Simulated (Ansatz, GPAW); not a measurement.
# What relaxation does to the transmission of 10 junctions

A junction put together from bond lengths is quick to compute. How far is its transmission from that of the relaxed structure, and is geometry or basis the larger error?

Set-up. Relaxation with plane waves (Ansatz 0.2.0, PBE, force components under 0.03 eV/Å), lead ends held. Transmission: GPAW 26.7.0 in a basis of numerical atomic orbitals with PAW setups; lead and junction are solved self-consistently in repeated cells 9 Å or more across, their Hamiltonian and overlap matrices go into Green's functions with semi-infinite leads (ASE), and T is the Landauer transmission at zero bias, at the junction cell's Fermi level, for one spin or as the mean of both where a run is spin-polarised.

The runs side by side:

```tsv
junction	largest move (Å)	T as built, dzp	T relaxed, dzp	T relaxed, sz
Li chain with an H atom bridging one bond	1.39	0.0197	0.0209	0.213
C2 in line between two Al chains	1.14	1.76	0.248	0.225
1,4-phenylene between two Al chains	1.09	0.62	0.134	0.156
Sn chain with two Ti atoms in line	1.04	2.55	0.175	0.146
In chain with one Pd atom in line	0.86	1.2	1.01	1.02
Sn chain with an H atom bridging one bond	0.78	2.74	1.9	1.88
1,4-phenylene between two Pd chains	0.70	1.1	1.01	0.933
4,4'-bipyridine between two Pd chains	0.58	0.0506	0.032	0.0427
1,4-diisocyanobenzene between two Ir chains	0.57	0.2	0.221	0.248
C7 chain between two Pd chains	0.55	0.343	0.0906	0.06
```

**Reading.** Relaxation raises T in 2 junctions, lowers it in 8 and leaves it within 5 % in 0. The largest change as a ratio is for Sn chain with two Ti atoms in line, from 2.55 to 0.175. Moves over 0.6 Å, in 7 junctions, go beyond an adjustment of bond lengths: chain atoms buckled, a molecule turned or bonds were remade. In 8 of 10 cases the geometry matters more than the step from dzp to the minimal basis. The largest move doesn't predict the size of the change (r = 0.30).

What the numbers leave out: The cell length was held, so a junction may stay under tension or compression; one local minimum was found. An evenly spaced straight chain is an idealisation of an electrode: free chains dimerise or zigzag, and their density of states has sharper edges than a bulk metal's. No run was spin-polarised, so magnetic states weren't tested. Spin-orbit coupling is left out, which matters for the heavier atoms here. Junctions whose dzp lead is shut at the Fermi level or whose end layer misses the lead by over 0.25 eV were left out, as were moves over 1.5 Å.

[Logs are printed without paths, hosts, clocks, repeated set-up lines and the standing remarks that a program may print on its own settings, such as how far it seeks lower states.]
